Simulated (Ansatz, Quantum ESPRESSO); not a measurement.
# Si chain with one atom pushed 0.5 Å aside at constant bond length: ballistic transmission, part 3 of 4

Wanted: the transmission near the Fermi level and the conductance of this junction: Si chain with one atom pushed 0.5 Å aside at constant bond length.

Quantum ESPRESSO 7.5; plane-wave DFT, LDA, GBRV ultrasoft pseudopotentials; cross-check by Ansatz 0.2.0 with PAW datasets.

So far. Step 2 (Self-consistent run): The run needed 17 iterations to bring the estimated error under 1e-07 Ry; the largest force on any atom, held or free, is 0.51 eV/Å. Step 3 (The open system): At no point does T exceed the number of channels.

### 4. The open system, with epsproj = 0.001

Level of this step: transmission by pwcond, lead and junction from one cell; plane-wave DFT, LDA, GBRV ultrasoft pseudopotentials (Quantum ESPRESSO).

A sensitivity test on the input.

cond.w.in reads:

```
&inputcond
  outdir = './out'
  prefixt = 'scf'
  tran_file = 'cond.w.dat'
  bdl = 0.5866666667
  bds = 3.2113142747
  ikind = 1
  ewind = 4.0
  epsproj = 0.001
  nz1 = 7
  energy0 = 2.0
  denergy = -0.1
/
1
  0.00000000 0.00000000 1.00000000
41
```

The run is started by

```
> OMP_NUM_THREADS=1 mpirun -n 2 pwcond.x -in cond.w.in > cond.w.out
```

The log of the run:

```text
[banner, memory and clock lines left out]
Program PWCOND v.7.5 starts
[citation notice left out]

[...]
./out/scf.save/

[...]
negative rho (up, down):  4.576E-05 0.000E+00
     Reading collected, re-writing distributed wavefunctions

===== INPUT FILE containing all the regions =====

     GEOMETRY:

     lattice parameter (alat)  =      14.1729  a.u.
     the volume                =    9142.4628 (a.u.)^3
     the cross section         =     200.8724 (a.u.)^2
     l of the unit cell        =       3.2113 (alat)
     number of atoms/cell      =           11
     number of atomic types    =            1

     crystal axes: (cart. coord. in units of alat)
               a(1) = (  1.0000  0.0000  0.0000 )
               a(2) = (  0.0000  1.0000  0.0000 )
               a(3) = (  0.0000  0.0000  3.2113 )

   Cartesian axes

     site n.     atom                  positions (alat units)
          1        Si     tau(  1)=(  0.5000  0.5000  3.2113  )
          2        Si     tau(  2)=(  0.5000  0.5000  0.2933  )
          3        Si     tau(  3)=(  0.5000  0.5000  0.5867  )
          4        Si     tau(  4)=(  0.5000  0.5000  0.8800  )
          5        Si     tau(  5)=(  0.5000  0.5000  1.1733  )
          6        Si     tau(  6)=(  0.5667  0.5000  1.4590  )
          7        Si     tau(  7)=(  0.5000  0.5000  1.7446  )
          8        Si     tau(  8)=(  0.5000  0.5000  2.0380  )
          9        Si     tau(  9)=(  0.5000  0.5000  2.3313  )
         10        Si     tau( 10)=(  0.5000  0.5000  2.6246  )
         11        Si     tau( 11)=(  0.5000  0.5000  2.9180  )

     nr1s                      =           54
     nr2s                      =           54
     nr3s                      =          180
     nr1sx                     =           54
     nr2sx                     =           54
     nr3sx                     =          180
     nr1                       =           60
     nr2                       =           60
     nr3                       =          192
     nr1x                      =           60
     nr2x                      =           60
     nr3x                      =          192

 _______________________________
  Radii of nonlocal spheres:

     type       ibeta     ang. mom.          radius (alat units)
       Si         1         0                    0.1216
       Si         2         0                    0.1216
       Si         3         1                    0.1216
       Si         4         1                    0.1216
       Si         5         2                    0.1216
       Si         6         2                    0.1216
----- General information -----

--- T calc. with identical leads (ikind=1) ---

     nrx                       =           54
     nry                       =           54
     nz1                       =            7

     energy0               =         2.0E+00
     denergy               =        -1.0E-01
     nenergy               =         41
     ecut2d                =         3.4E+01
     ewind                 =         4.0E+00
     epsproj               =         1.0E-03

     number of k_|| points=    1
                       cryst. coord.
        k(    1) = (   0.0000000   0.0000000), wk =   1.0000000
----- Information about left/right lead -----

     nocros                   =           18
     noins                    =           18
     norb                     =           54
     norbf                    =          180
     nrz                      =           33

      iorb      type   ibeta   ang. mom.   m       position (alat)
        1        1       1        0        1   taunew(   1)=(  0.5000  0.5000  0.0000)
        2        1       2        0        1   taunew(   2)=(  0.5000  0.5000  0.0000)
[...]
54        1       6        2        5   taunew(  54)=(  0.5000  0.5000  0.5867)
    k slab    z(k)  z(k+1)     crossing(iorb=1,norb)
    1   0.0000 0.0178 0.0178   111111111111111111000000000000000000000000000000000000
    2   0.0178 0.0356 0.0178   111111111111111111000000000000000000000000000000000000
[...]
33   0.5689 0.5867 0.0178   000000000000000000000000000000000000111111111111111111
----- Information about scattering region -----

     noins                    =          144
     norb                     =          180
     norbf                    =          180
     nrz                      =          147

      iorb      type   ibeta   ang. mom.   m       position (alat)
        1        1       1        0        1   taunew(   1)=(  0.5000  0.5000 -0.0000)
        2        1       2        0        1   taunew(   2)=(  0.5000  0.5000 -0.0000)
[...]
180        1       6        2        5   taunew( 180)=(  0.5000  0.5000  2.6246)
 ngper, shell number =          545          70
 ngper, n2d =          545          96
---  E-Ef =    2.0000000  k =    0.0000000   0.0000000
---  ie =          1  ik =          1
 Nchannels of the left tip =            3
 Right moving states:
   k1(2pi/a)   k2(2pi/a)   E-Ef (eV)
   0.2689250   0.0000039   2.0000000
  -0.3154977   0.0000020   2.0000000
  -0.3169264   0.0000026   2.0000000
 Left moving states:
   k1(2pi/a)   k2(2pi/a)   E-Ef (eV)
  -0.2689250   0.0000039   2.0000000
   0.3154977   0.0000020   2.0000000
   0.3169264   0.0000026   2.0000000

 to transmit
 Band j to band i transmissions and reflections:
    j         i     |T_ij|^2    |R_ij|^2

    1 -->     1     0.70903     0.00604
    1 -->     2     0.00000     0.00000
    1 -->     3     0.28487     0.00006
   Total T_j, R_j =    0.99390  0.00610

    2 -->     1     0.00000     0.00000
    2 -->     2     0.99964     0.00036
    2 -->     3     0.00000     0.00000
   Total T_j, R_j =    0.99964  0.00036

    3 -->     1     0.28392     0.00006
    3 -->     2     0.00000     0.00000
    3 -->     3     0.70196     0.01405
   Total T_j, R_j =    0.98588  0.01412

E-Ef(ev), T(x2 spins) =    2.0000000   5.9588480
---  E-Ef =    1.9000000  k =    0.0000000   0.0000000
---  ie =          2  ik =          1
 Nchannels of the left tip =            3
 Right moving states:
   k1(2pi/a)   k2(2pi/a)   E-Ef (eV)
   0.2621545   0.0000039   1.9000000
  -0.3260819   0.0000020   1.9000000
  -0.3275312   0.0000026   1.9000000
 Left moving states:
   k1(2pi/a)   k2(2pi/a)   E-Ef (eV)
  -0.2621545   0.0000039   1.9000000
   0.3260819   0.0000020   1.9000000
   0.3275312   0.0000026   1.9000000

 to transmit
 Band j to band i transmissions and reflections:
    j         i     |T_ij|^2    |R_ij|^2

    1 -->     1     0.70531     0.00662
    1 -->     2     0.00000     0.00000
    1 -->     3     0.28806     0.00001
   Total T_j, R_j =    0.99337  0.00663

    2 -->     1     0.00000     0.00000
    2 -->     2     0.99968     0.00032
    2 -->     3     0.00000     0.00000
   Total T_j, R_j =    0.99968  0.00032

    3 -->     1     0.28715     0.00001
    3 -->     2     0.00000     0.00000
    3 -->     3     0.70120     0.01163
   Total T_j, R_j =    0.98836  0.01164

E-Ef(ev), T(x2 spins) =    1.9000000   5.9628223
---  E-Ef =    1.8000000  k =    0.0000000   0.0000000
---  ie =          3  ik =          1
 Nchannels of the left tip =            3
 Right moving states:
   k1(2pi/a)   k2(2pi/a)   E-Ef (eV)
   0.2553637   0.0000039   1.8000000
  -0.3368206   0.0000020   1.8000000
  -0.3382915   0.0000026   1.8000000
 Left moving states:
   k1(2pi/a)   k2(2pi/a)   E-Ef (eV)
  -0.2553637   0.0000039   1.8000000
   0.3368206   0.0000020   1.8000000
   0.3382915   0.0000026   1.8000000

 to transmit
 Band j to band i transmissions and reflections:
    j         i     |T_ij|^2    |R_ij|^2

    1 -->     1     0.70132     0.00736
    1 -->     2     0.00000     0.00000
    1 -->     3     0.29130     0.00002
   Total T_j, R_j =    0.99262  0.00738

    2 -->     1     0.00000     0.00000
    2 -->     2     0.99972     0.00028
    2 -->     3     0.00000     0.00000
   Total T_j, R_j =    0.99972  0.00028

    3 -->     1     0.29048     0.00002
    3 -->     2     0.00000     0.00000
    3 -->     3     0.69996     0.00954
   Total T_j, R_j =    0.99044  0.00956

E-Ef(ev), T(x2 spins) =    1.8000000   5.9655680
[... further energies and points left out ...]
---  E-Ef =   -1.8000000  k =    0.0000000   0.0000000
---  ie =         39  ik =          1
 Nchannels of the left tip =            0
 Right moving states:
   k1(2pi/a)   k2(2pi/a)   E-Ef (eV)
 Left moving states:
   k1(2pi/a)   k2(2pi/a)   E-Ef (eV)

 to transmit
          E-Ef(ev), T =   -1.8000000   0.0000000
---  E-Ef =   -1.9000000  k =    0.0000000   0.0000000
---  ie =         40  ik =          1
 Nchannels of the left tip =            0
 Right moving states:
   k1(2pi/a)   k2(2pi/a)   E-Ef (eV)
 Left moving states:
   k1(2pi/a)   k2(2pi/a)   E-Ef (eV)

 to transmit
          E-Ef(ev), T =   -1.9000000   0.0000000
---  E-Ef =   -2.0000000  k =    0.0000000   0.0000000
---  ie =         41  ik =          1
 Nchannels of the left tip =            0
 Right moving states:
   k1(2pi/a)   k2(2pi/a)   E-Ef (eV)
 Left moving states:
   k1(2pi/a)   k2(2pi/a)   E-Ef (eV)

 to transmit
          E-Ef(ev), T =   -2.0000000   0.0000000
   T_tot     2.00000      0.59588E+01
   T_tot     1.90000      0.59628E+01
   T_tot     1.80000      0.59656E+01
   T_tot     1.70000      0.59672E+01
   T_tot     1.60000      0.59677E+01
   T_tot     1.50000      0.59672E+01
   T_tot     1.40000      0.59657E+01
   T_tot     1.30000      0.59630E+01
   T_tot     1.20000      0.59592E+01
   T_tot     1.10000      0.59542E+01
   T_tot     1.00000      0.59479E+01
   T_tot     0.90000      0.59404E+01
   T_tot     0.80000      0.59315E+01
   T_tot     0.70000      0.59211E+01
   T_tot     0.60000      0.59078E+01
   T_tot     0.50000      0.57528E+01
   T_tot     0.40000      0.58652E+01
   T_tot     0.30000      0.58587E+01
   T_tot     0.20000      0.58380E+01
   T_tot     0.10000      0.58102E+01
   T_tot    -0.00000      0.57740E+01
   T_tot    -0.10000      0.57269E+01
   T_tot    -0.20000      0.56658E+01
   T_tot    -0.30000      0.55862E+01
   T_tot    -0.40000      0.54816E+01
   T_tot    -0.50000      0.53419E+01
   T_tot    -0.60000      0.51506E+01
   T_tot    -0.70000      0.48791E+01
   T_tot    -0.80000      0.44673E+01
   T_tot    -0.90000      0.36790E+01
   T_tot    -1.00000      0.30859E+01
   T_tot    -1.10000      0.31146E+01
   T_tot    -1.20000      0.27709E+01
   T_tot    -1.30000      0.00000E+00
   T_tot    -1.40000      0.00000E+00
   T_tot    -1.50000      0.00000E+00
   T_tot    -1.60000      0.00000E+00
   T_tot    -1.70000      0.00000E+00
   T_tot    -1.80000      0.00000E+00
   T_tot    -1.90000      0.00000E+00
   T_tot    -2.00000      0.00000E+00

[...]
```

Elapsed: 2.2 min, on 2 MPI ranks of Arm Neoverse V1, shared host; peak memory 0.56 GiB.

The changed values were drawn from a wide range, not chosen for quality; the comparison shows what they did here together.

Beside the run it was changed from:

```
                                  quantity  this run  unchanged run  difference
 transmission at the Fermi level, one spin     2.887          2.888     -0.0010
lead channels at the Fermi level, one spin         3              3           0
                             wall time (s)       135            254
```

Over all energies T moves by up to 0.077, at -1.3 eV, where the two runs count unlike lead channels.

The physical values in this table stay within 0.05 %.

### 5. Transmission with pwcond.x, with eps_proj = 1

One more run, with a changed input.

cond.bad.in reads:

```
&inputcond
  outdir = './out'
  prefixt = 'scf'
  tran_file = 'cond.bad.dat'
  bdl = 0.5866666667
  bds = 3.2113142747
  ikind = 1
  ewind = 4.0
  epsproj = 1e-05
  nz1 = 7
  eps_proj = 1
  energy0 = 2.0
  denergy = -0.1
/
1
  0.00000000 0.00000000 1.00000000
41
```

The run is started by

```
> OMP_NUM_THREADS=1 mpirun -n 2 pwcond.x -in cond.bad.in > cond.bad.out
```

The log of the run:

```text
[banner, memory and clock lines left out]
Program PWCOND v.7.5 starts

          URL

 %%%%%%%%%%%%%%%%%%%%%%%%%%%%%%%%%%%%%%%%%%%%%%%%%%%%%%%%%%%%%%%%%%%%%%%%%%%%%%
     Error in routine do_cond (5010):
     reading inputcond namelist
 %%%%%%%%%%%%%%%%%%%%%%%%%%%%%%%%%%%%%%%%%%%%%%%%%%%%%%%%%%%%%%%%%%%%%%%%%%%%%%

     stopping ...
[the rest left out]
```

Wall time 0.51 s (2 MPI ranks); peak memory 0.08 GiB.

The input was rejected at the start.

A key was misspelt on purpose.

The message: “do_cond (5010): reading inputcond namelist”. The namelist reader stops at a key that the namelist doesn't hold; the line has to be put right or, where the proper key already stands in the input, deleted.

(Part 3 of 4 ends here.)

[Logs are printed without paths, hosts, clocks, repeated set-up lines and the standing remarks that a program may print on its own settings, such as how far it seeks lower states.]

[Hosts, paths, dates, database ids (printed as entryN), source tags and the programs' standing remarks are cut or masked in the printed files.]

[Maps of the electrostatic potential energy from Ansatz leave out the sawtooth potential of an applied field or a dipole correction, so their vacuum need not be flat; planar profiles and work functions include it.]
